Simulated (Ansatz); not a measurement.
**Ta wire along [100], 45 atoms a period: bands along the axis**

Wanted: the relaxed geometry and the bands of the Ta wire along [100], 45 atoms a period.

Method: DFT PBE, plane waves, PAW; relaxation of a wire's period; PAW set soft_1, in the first sound run; inputs show where later runs differ, in Ansatz 0.2.0.

### 1. The starting structure

The cell holds 45 atoms: 45 Ta. Cell: a = 23.400 Å, b = 23.400 Å, c = 3.320 Å, α = 90.0°, β = 90.0°, γ = 90.0°. Vacuum lies along a and b. The structure's axis is c.

### 2. Relaxation of atoms and period

Band widths follow the bond lengths, so the wire is relaxed first. The atoms and the third cell vector are free; the box across stays fixed as vacuum. A Fermi-Dirac smearing is set since the result may be a metal. The pressure printed is a third of the stress's trace over the whole box, vacuum included; only the stress along the axis is relaxed.

input.yaml reads:

```yaml
crystal:
  lattice:
    - [23.4, 0.0, 0.0]
    - [0.0, 23.4, 0.0]
    - [0.0, 0.0, 3.32]
  atoms:
    - { symbol: Ta, position: [0.216239316, 0.358119658, 0.0] }
    - { symbol: Ta, position: [0.216239316, 0.5, 0.0] }
    - { symbol: Ta, position: [0.216239316, 0.641880342, 0.0] }
    - { symbol: Ta, position: [0.358119658, 0.216239316, 0.0] }
    - { symbol: Ta, position: [0.358119658, 0.358119658, 0.0] }
    - { symbol: Ta, position: [0.358119658, 0.5, 0.0] }
    - { symbol: Ta, position: [0.358119658, 0.641880342, 0.0] }
    - { symbol: Ta, position: [0.358119658, 0.783760684, 0.0] }
    - { symbol: Ta, position: [0.5, 0.216239316, 0.0] }
    - { symbol: Ta, position: [0.5, 0.358119658, 0.0] }
    - { symbol: Ta, position: [0.5, 0.5, 0.0] }
    - { symbol: Ta, position: [0.5, 0.641880342, 0.0] }
    - { symbol: Ta, position: [0.5, 0.783760684, 0.0] }
    - { symbol: Ta, position: [0.641880342, 0.216239316, 0.0] }
    - { symbol: Ta, position: [0.641880342, 0.358119658, 0.0] }
    - { symbol: Ta, position: [0.641880342, 0.5, 0.0] }
    - { symbol: Ta, position: [0.641880342, 0.641880342, 0.0] }
    - { symbol: Ta, position: [0.641880342, 0.783760684, 0.0] }
    - { symbol: Ta, position: [0.783760684, 0.358119658, 0.0] }
    - { symbol: Ta, position: [0.783760684, 0.5, 0.0] }
    - { symbol: Ta, position: [0.783760684, 0.641880342, 0.0] }
    - { symbol: Ta, position: [0.145299145, 0.429059829, 0.5] }
    - { symbol: Ta, position: [0.145299145, 0.570940171, 0.5] }
    - { symbol: Ta, position: [0.287179487, 0.287179487, 0.5] }
    - { symbol: Ta, position: [0.287179487, 0.429059829, 0.5] }
    - { symbol: Ta, position: [0.287179487, 0.570940171, 0.5] }
    - { symbol: Ta, position: [0.287179487, 0.712820513, 0.5] }
    - { symbol: Ta, position: [0.429059829, 0.145299145, 0.5] }
    - { symbol: Ta, position: [0.429059829, 0.287179487, 0.5] }
    - { symbol: Ta, position: [0.429059829, 0.429059829, 0.5] }
    - { symbol: Ta, position: [0.429059829, 0.570940171, 0.5] }
    - { symbol: Ta, position: [0.429059829, 0.712820513, 0.5] }
    - { symbol: Ta, position: [0.429059829, 0.854700855, 0.5] }
    - { symbol: Ta, position: [0.570940171, 0.145299145, 0.5] }
    - { symbol: Ta, position: [0.570940171, 0.287179487, 0.5] }
    - { symbol: Ta, position: [0.570940171, 0.429059829, 0.5] }
    - { symbol: Ta, position: [0.570940171, 0.570940171, 0.5] }
    - { symbol: Ta, position: [0.570940171, 0.712820513, 0.5] }
    - { symbol: Ta, position: [0.570940171, 0.854700855, 0.5] }
    - { symbol: Ta, position: [0.712820513, 0.287179487, 0.5] }
    - { symbol: Ta, position: [0.712820513, 0.429059829, 0.5] }
    - { symbol: Ta, position: [0.712820513, 0.570940171, 0.5] }
    - { symbol: Ta, position: [0.712820513, 0.712820513, 0.5] }
    - { symbol: Ta, position: [0.854700855, 0.429059829, 0.5] }
    - { symbol: Ta, position: [0.854700855, 0.570940171, 0.5] }
kpoints:
  mp_grid: { grid: [1, 1, 25] }
scf:
  occupations: { method: fermi_dirac, width: 0.05 }
hamiltonian:
  xc: pbe
  pseudopotentials: { kind: paw, azcp: { folder: soft_1 } }
relax:
  cell: { fix: [a, b, alpha, beta, gamma] }
  max_steps: 45
  f_tol: 0.03
```

Launch:

```
$ ansatz run input.yaml --threads 16 --pin off --max-ram 61440MiB --backend cuda --events-out ev --progress --plain --runs-dir out --max-vram 78GiB
```

Numbers of over 12 decimals in the logs are rounded to 6 here.

What it wrote:

```text
Engine: ansatz 0.2.0, aarch64-unknown-linux-gnu
Pseudopotentials: kind: paw
Pseudopotential: Ta, paw, valence charge 13, recommended cutoff 420 eV (normal), soft_1/Ta.paw.azcp
Functional definition: PBE
  parameter kappa = 0.804
  parameter beta = 0.066725
  exchange = pbe_x(kappa = kappa, mu = beta*pi^2/3)
  correlation = pbe_c(beta = beta)
[...]
Crystal: 45 atoms, lattice volume = 1817.899 Å³
Basis set: ecut = 420 eV, 35651 PW (Γ), exchange–correlation on 320×320×48 points (8 copies of the dense FFT grid, shifted against one another)
Bands: 351, of which v1, the nominal top of the filled ones, is band 293 counted from 1 (292 counted from 0)
Symmetry: 16 space group operations
Space group: P4/mmm (ITA 123), of the structure as read, at distance tolerance 1.2e-4 Å
k-points: 13 of 25
Non-local potential: Ta, projectors of the file, l = 0: 3, l = 1: 2, l = 2: 2, l = 3: 1
PAW form: soft (Blöchl's): semilocal exchange-correlation on the pseudo side does not see the compensation charge
PAW one-centre angular grid: Ta, 590 points (default); XC on 64 Gauss nodes
Initial density: superposition of atomic densities (neutral atoms: chi_scale 0, normalization atom)
Initial wavefunctions: pseudopotential atomic-orbital guess
[...]
Functional: x = pbe(κ = 0.804, μ = 0.219515), c = pbe(β = 0.066725)
SCF iter   1: F=—  HF=-447007.170636 eV  |F-HF|=—  |Δ(HF+E_count)|=         —  Δρ=4.87e-2  dr2=9.82e2  ethr=3.10e-3  ⟨swp⟩=10.8  Hψ=22034  notcnv=0  defer=101
preconditioner: auto → LDOS  [metal: Δε(μ)=0.015 eV  Ē_g=4.238 eV  σ=0.050 eV  W_gap=0.08  n_scr=358 (ndim 8)  ℏωp=13.1 eV  f_vac=0.437  D(μ)=37.66/eV (n_scr^D=178)  β→1.0]
SCF iter   2: F=—  HF=-447039.526761 eV  |F-HF|=—  |Δ(HF+E_count)|=    3.24e1  Δρ=8.52e-2  dr2=4.39e3  ethr=3.10e-3  ⟨swp⟩=9.5  Hψ=23957  notcnv=0  defer=325  recentre
[...]
SCF iter  13: F=-446964.244566 eV  HF=-446964.244566 eV  |F-HF|=1.58e-8  |Δ(HF+E_count)|=   7.42e-8  Δρ=7.47e-7  dr2=1.51e-8  ethr=1.71e-11  ⟨swp⟩=4.0  Hψ=15866  notcnv=0
SCF 1 converged in 13 iterations: F = -446964.244566 eV  dr2 = 1.51e-8
  greatest PAW one-centre occupation: 0.999 electrons in one spin orbital (limit 2), on the Ta atom at site 19 (counted from 0), in its partial waves of l = 0
relax step   1: F+E_penalty+E_count = -446964.24456572 eV  Δ(F+E_penalty+E_count) = +0.000e0 eV  max|allowed force component| = 1.705e0 eV/Å  Δτ_max = 0.0000 Å  P = -4.205 GPa  Ω = 1817.899 Å³  fix = [a, b, alpha, beta, gamma]  reactions: a -3.831, b -3.831 GPa  (13 SCF iters, dr2 threshold 1.00e-7 eV, accepted)
[...]
Crystal: 45 atoms, lattice volume = 1735.854 Å³
Basis set: ecut = 420 eV, 34035 PW (Γ), exchange–correlation on 320×320×48 points (8 copies of the dense FFT grid, shifted against one another)
[...]
iter 1 solved again at ethr=2.79e-3 eV; its pass at ethr=3.10e-3 eV (dr2=1.63e1 eV) is discarded
SCF iter   1: F=—  HF=-446967.171853 eV  |F-HF|=—  |Δ(HF+E_count)|=         —  Δρ=1.29e-2  dr2=1.67e1  ethr=2.79e-3  ⟨swp⟩=3.2  Hψ=23061  notcnv=0
preconditioner: auto → LDOS  [metal: Δε(μ)=0.012 eV  Ē_g=3.718 eV  σ=0.050 eV  W_gap=0.06  n_scr=334 (ndim 8)  ℏωp=13.4 eV  f_vac=0.459  D(μ)=66.20/eV (n_scr^D=566)  β→1.0]
SCF iter   2: F=—  HF=-446966.047387 eV  |F-HF|=—  |Δ(HF+E_count)|=    1.12e0  Δρ=6.61e-3  dr2=2.40e0  ethr=2.79e-3  ⟨swp⟩=3.6  Hψ=7548  notcnv=0  defer=50
[...]
SCF iter   8: F=-446965.755611 eV  HF=-446965.755611 eV  |F-HF|=3.97e-7  |Δ(HF+E_count)|=   4.53e-6  Δρ=5.57e-6  dr2=8.03e-7  ethr=7.69e-10  ⟨swp⟩=4.9  Hψ=15025  notcnv=0
SCF 2 converged in 8 iterations: F = -446965.755611 eV  dr2 = 8.03e-7
  greatest PAW one-centre occupation: 0.999 electrons in one spin orbital (limit 2), on the Ta atom at site 41 (counted from 0), in its partial waves of l = 0
relax step   2: F+E_penalty+E_count = -446965.75561094 eV  Δ(F+E_penalty+E_count) = -1.511e0 eV  max|allowed force component| = 1.178e0 eV/Å  Δτ_max = 0.1949 Å  P = +2.483 GPa  Ω = 1735.854 Å³  energy of the carried Pulay correction = +8.146e-3 eV  fix = [a, b, alpha, beta, gamma]  reactions: a +1.978, b +1.978 GPa  (8 SCF iters, dr2 threshold 4.50e-6 eV, accepted)
[...]
Crystal: 45 atoms, lattice volume = 1782.164 Å³
[...]
SCF 3 converged in 7 iterations: F = -446966.450072 eV  dr2 = 3.87e-6
[...]
SCF 4 converged in 6 iterations: F = -446966.493599 eV  dr2 = 2.11e-6
[...]
SCF 5 converged in 7 iterations: F = -446966.498658 eV  dr2 = 2.15e-7
[...]
SCF 6 converged in 7 iterations: F = -446966.501015 eV  dr2 = 3.72e-8
[...]
SCF 7 converged in 5 iterations: F = -446966.497459 eV  dr2 = 1.42e-10
[...]
SCF converged after 5 iterations
[...]
--- Relaxed structure (6 steps of the walk, 6 accepted, 1 SCFs on fresh bases) ---
  F+E_penalty+E_count = -446966.49745896 eV   max|allowed force component| = 1.087e-2 eV/Å   (the final SCF, on the basis selected at the relaxed cell)
  cell:  # Å, volume = 1781.7408 Å³
    - [23.4, 0.0, 0.0]
    - [0.0, 23.4, 0.0]
    - [0.0, 0.0, 3.253964]
  atoms:
    - { symbol: Ta, position: [0.217342, 0.358350, 0.0] }
    - { symbol: Ta, position: [0.217828, 0.5, 0.0] }
    - { symbol: Ta, position: [0.217342, 0.641650, 0.0] }
    - { symbol: Ta, position: [0.358350, 0.217342, 0.0] }
    - { symbol: Ta, position: [0.357256, 0.357256, 0.0] }
    - { symbol: Ta, position: [0.358774, 0.5, 0.0] }
    - { symbol: Ta, position: [0.357256, 0.642744, 0.0] }
    - { symbol: Ta, position: [0.358350, 0.782658, 0.0] }
    - { symbol: Ta, position: [0.5, 0.217828, 0.0] }
    - { symbol: Ta, position: [0.5, 0.358774, 0.0] }
    - { symbol: Ta, position: [0.5, 0.5, 0.0] }
    - { symbol: Ta, position: [0.5, 0.641226, 0.0] }
    - { symbol: Ta, position: [0.5, 0.782172, 0.0] }
    - { symbol: Ta, position: [0.641650, 0.217342, 0.0] }
    - { symbol: Ta, position: [0.642744, 0.357256, 0.0] }
    - { symbol: Ta, position: [0.641226, 0.5, 0.0] }
    - { symbol: Ta, position: [0.642744, 0.642744, 0.0] }
    - { symbol: Ta, position: [0.641650, 0.782658, 0.0] }
    - { symbol: Ta, position: [0.782658, 0.358350, 0.0] }
    - { symbol: Ta, position: [0.782172, 0.5, 0.0] }
    - { symbol: Ta, position: [0.782658, 0.641650, 0.0] }
    - { symbol: Ta, position: [0.155010, 0.429591, 0.5] }
    - { symbol: Ta, position: [0.155010, 0.570409, 0.5] }
    - { symbol: Ta, position: [0.288351, 0.288351, 0.5] }
    - { symbol: Ta, position: [0.287141, 0.428853, 0.5] }
    - { symbol: Ta, position: [0.287141, 0.571147, 0.5] }
    - { symbol: Ta, position: [0.288351, 0.711649, 0.5] }
    - { symbol: Ta, position: [0.429591, 0.155010, 0.5] }
    - { symbol: Ta, position: [0.428853, 0.287141, 0.5] }
    - { symbol: Ta, position: [0.428474, 0.428474, 0.5] }
    - { symbol: Ta, position: [0.428474, 0.571526, 0.5] }
    - { symbol: Ta, position: [0.428853, 0.712859, 0.5] }
    - { symbol: Ta, position: [0.429591, 0.844990, 0.5] }
    - { symbol: Ta, position: [0.570409, 0.155010, 0.5] }
    - { symbol: Ta, position: [0.571147, 0.287141, 0.5] }
    - { symbol: Ta, position: [0.571526, 0.428474, 0.5] }
    - { symbol: Ta, position: [0.571526, 0.571526, 0.5] }
    - { symbol: Ta, position: [0.571147, 0.712859, 0.5] }
    - { symbol: Ta, position: [0.570409, 0.844990, 0.5] }
    - { symbol: Ta, position: [0.711649, 0.288351, 0.5] }
    - { symbol: Ta, position: [0.712859, 0.428853, 0.5] }
    - { symbol: Ta, position: [0.712859, 0.571147, 0.5] }
    - { symbol: Ta, position: [0.711649, 0.711649, 0.5] }
    - { symbol: Ta, position: [0.844990, 0.429591, 0.5] }
    - { symbol: Ta, position: [0.844990, 0.570409, 0.5] }
```

Wall time 25 s (1 × NVIDIA GB200 with 16 threads of Arm Neoverse V2, shared host); peak memory 1.7 GiB.

Relaxation path:

```
step  energy less that of the first step (eV)  largest force component (eV/Å)  pressure (GPa)  volume (Å³)
   1                                   0.0000                          1.7052           -4.21      1817.90
   2                                  -1.5110                          1.1775            2.48      1735.85
   3                                  -2.2055                          0.2873           -0.39      1782.16
   4                                  -2.2490                          0.0665           -0.06      1780.99
   5                                  -2.2541                          0.0335           -0.02      1782.32
   6                                  -2.2564                          0.0109           -0.02      1781.74
   7                                  -2.2529                          0.0109           -0.02      1781.74
```

The log counts 1 steps on a newly chosen plane-wave basis, not all of them marked here; energy and pressure can jump at such steps.

The run keeps the 16 symmetry operations that it works with, so distortions that break them were not tested.

| cell as run | before | after | change |
| --- | --- | --- | --- |
| c (Å) | 3.320 | 3.254 | -2.0 % |

The atoms that moved most (Å, along periodic axes as changes of fractional coordinates times the final cell, across vacuum about the mean position):

```
atom      dx      dy     dz  length
Ta23   0.227  -0.012  0.000   0.228
Ta34  -0.012   0.227  0.000   0.228
Ta28   0.012   0.227  0.000   0.228
Ta22   0.227   0.012  0.000   0.228
Ta39  -0.012  -0.227  0.000   0.228
Ta45  -0.227  -0.012  0.000   0.228
Ta33   0.012  -0.227  0.000   0.228
Ta44  -0.227   0.012  0.000   0.228
```

This step gave:

| Item | Value |
| --- | --- |
| energy at zero smearing | -446966.2511 eV |
| cell length along the wire | 3.254 Å |

The cell's length comes to 3.254 Å with spin left out.

### 3. Bands of the perfect wire

This step: DFT PBE, plane waves, PAW; bands of a perfect wire; PAW set soft_1 (Ansatz 0.2.0).

At the relaxed period the bands are computed along the axis; those that cross an energy going forward count the channels that a perfect wire would open there.

input.yaml reads:

```yaml
crystal:
  lattice:
    - [23.4, 0.0, 0.0]
    - [0.0, 23.4, 0.0]
    - [0.0, 0.0, 3.2539644903]
  atoms:
    - { symbol: Ta, position: [0.217341865, 0.358350321, 0.0] }
    - { symbol: Ta, position: [0.217827926, 0.5, 0.0] }
    - { symbol: Ta, position: [0.217341865, 0.641649679, 0.0] }
    - { symbol: Ta, position: [0.358350321, 0.217341865, 0.0] }
    - { symbol: Ta, position: [0.357256484, 0.357256484, 0.0] }
    - { symbol: Ta, position: [0.358774038, 0.5, 0.0] }
    - { symbol: Ta, position: [0.357256484, 0.642743516, 0.0] }
    - { symbol: Ta, position: [0.358350321, 0.782658135, 0.0] }
    - { symbol: Ta, position: [0.5, 0.217827926, 0.0] }
    - { symbol: Ta, position: [0.5, 0.358774038, 0.0] }
    - { symbol: Ta, position: [0.5, 0.5, 0.0] }
    - { symbol: Ta, position: [0.5, 0.641225962, 0.0] }
    - { symbol: Ta, position: [0.5, 0.782172074, 0.0] }
    - { symbol: Ta, position: [0.641649679, 0.217341865, 0.0] }
    - { symbol: Ta, position: [0.642743516, 0.357256484, 0.0] }
    - { symbol: Ta, position: [0.641225962, 0.5, 0.0] }
    - { symbol: Ta, position: [0.642743516, 0.642743516, 0.0] }
    - { symbol: Ta, position: [0.641649679, 0.782658135, 0.0] }
    - { symbol: Ta, position: [0.782658135, 0.358350321, 0.0] }
    - { symbol: Ta, position: [0.782172074, 0.5, 0.0] }
    - { symbol: Ta, position: [0.782658135, 0.641649679, 0.0] }
    - { symbol: Ta, position: [0.155009691, 0.42959121, 0.5] }
    - { symbol: Ta, position: [0.155009691, 0.57040879, 0.5] }
    - { symbol: Ta, position: [0.288350931, 0.288350931, 0.5] }
    - { symbol: Ta, position: [0.287140817, 0.428852772, 0.5] }
    - { symbol: Ta, position: [0.287140817, 0.571147228, 0.5] }
    - { symbol: Ta, position: [0.288350931, 0.711649069, 0.5] }
    - { symbol: Ta, position: [0.42959121, 0.155009691, 0.5] }
    - { symbol: Ta, position: [0.428852772, 0.287140817, 0.5] }
    - { symbol: Ta, position: [0.428473843, 0.428473843, 0.5] }
    - { symbol: Ta, position: [0.428473843, 0.571526157, 0.5] }
    - { symbol: Ta, position: [0.428852772, 0.712859183, 0.5] }
    - { symbol: Ta, position: [0.42959121, 0.844990309, 0.5] }
    - { symbol: Ta, position: [0.57040879, 0.155009691, 0.5] }
    - { symbol: Ta, position: [0.571147228, 0.287140817, 0.5] }
    - { symbol: Ta, position: [0.571526157, 0.428473843, 0.5] }
    - { symbol: Ta, position: [0.571526157, 0.571526157, 0.5] }
    - { symbol: Ta, position: [0.571147228, 0.712859183, 0.5] }
    - { symbol: Ta, position: [0.57040879, 0.844990309, 0.5] }
    - { symbol: Ta, position: [0.711649069, 0.288350931, 0.5] }
    - { symbol: Ta, position: [0.712859183, 0.428852772, 0.5] }
    - { symbol: Ta, position: [0.712859183, 0.571147228, 0.5] }
    - { symbol: Ta, position: [0.711649069, 0.711649069, 0.5] }
    - { symbol: Ta, position: [0.844990309, 0.42959121, 0.5] }
    - { symbol: Ta, position: [0.844990309, 0.57040879, 0.5] }
kpoints:
  mp_grid: { grid: [1, 1, 25] }
  band_path: { path: ["Γ", Z], npoints: 90 }
scf:
  occupations: { method: fermi_dirac, width: 0.05 }
hamiltonian:
  xc: pbe
  pseudopotentials: { kind: paw, azcp: { folder: soft_1 } }
output:
  dos: { e_range: [-5, 4] }
  write_potential: true
  write_density: true
  volumetric_format: npy
```

What it wrote:

```text
[...]
Crystal: 45 atoms, lattice volume = 1781.741 Å³
Basis set: ecut = 420 eV, 35043 PW (Γ)
Bands: 351, of which v1, the nominal top of the filled ones, is band 293 counted from 1 (292 counted from 0)
Symmetry: 16 space group operations
[...]
k-points: 13 of 25
[...]
SCF iter   1: F=—  HF=-447006.746352 eV  |F-HF|=—  |Δ(HF+E_count)|=         —  Δρ=4.69e-2  dr2=7.74e2  ethr=3.10e-3  ⟨swp⟩=11.1  Hψ=22713  notcnv=0  defer=175
[...]
SCF iter   6: F=—  HF=-446966.504926 eV  |F-HF|=—  |Δ(HF+E_count)|=   2.96e-3  Δρ=1.13e-3  dr2=2.87e-1  ethr=7.07e-5  ⟨swp⟩=2.0  Hψ=4743  notcnv=0  defer=284
[...]
SCF iter  11: F=—  HF=-446966.497625 eV  |F-HF|=—  |Δ(HF+E_count)|=   1.54e-6  Δρ=4.60e-6  dr2=9.07e-7  ethr=1.87e-9  ⟨swp⟩=2.3  Hψ=6552  notcnv=0  defer=283
[...]
SCF iter  13: F=-446966.497626 eV  HF=-446966.497626 eV  |F-HF|=1.16e-8  |Δ(HF+E_count)|=   8.78e-8  Δρ=5.89e-7  dr2=9.84e-9  ethr=1.71e-11  ⟨swp⟩=23.3  Hψ=19650  notcnv=0
SCF 1 converged in 13 iterations: F = -446966.497626 eV  dr2 = 9.84e-9
[...]
NSCF: frozen V_eff on 91 k-points
[...]
SCF converged after 13 iterations
[...]
```

Run time: 25 s. Hardware: 1 × NVIDIA GB200 with 16 threads; peak memory 3.9 GiB; 4.4 min of CPU time.

This step gave:

- energy at zero smearing: -446966.2513 eV
- band gap: 0 eV

Electronic bands along the path, in eV, zero at the Fermi level; # counts the bands kept:

| point | #50 | #51 | #52 | #53 | #54 | #55 | #56 | #57 |
| --- | --- | --- | --- | --- | --- | --- | --- | --- |
| Γ | 0.42 | 0.42 | 0.44 | 0.46 | 0.50 | 0.50 | 0.51 | 0.59 |
| halfway | -0.40 | -0.38 | -0.37 | -0.21 | -0.21 | -0.17 | -0.15 | -0.15 |
| Z | -0.06 | -0.03 | -0.03 | -0.03 | 0.10 | 0.23 | 0.35 | 0.42 |

Between Γ and Z the bands cross the Fermi level 45 times, so a perfect wire would conduct at least 45 G₀, with spin left out.

### 4. Outcome

| Property | Result |
| --- | --- |
| cell length, PBE | 3.254 Å |
| ballistic conductance by band crossings, a lower bound, PBE | 45 G₀ |

In words: Under PBE the cell's length is 3.25 Å, and the bands cross the Fermi level 45 times between Γ and Z, which gives a perfect wire at least 45 G₀ (opposite crossings within one step of the path cancel in such a count). No spin was allowed, though thin wires with open d shells can turn magnetic. Spin-orbit coupling is left out, which matters for the bands of heavy atoms.

[Logs are printed without paths, hosts, clocks, repeated set-up lines and the standing remarks that a program may print on its own settings, such as how far it seeks lower states.]

[Hosts, paths, dates, database ids (printed as entryN), source tags and the programs' standing remarks are cut or masked in the printed files.]
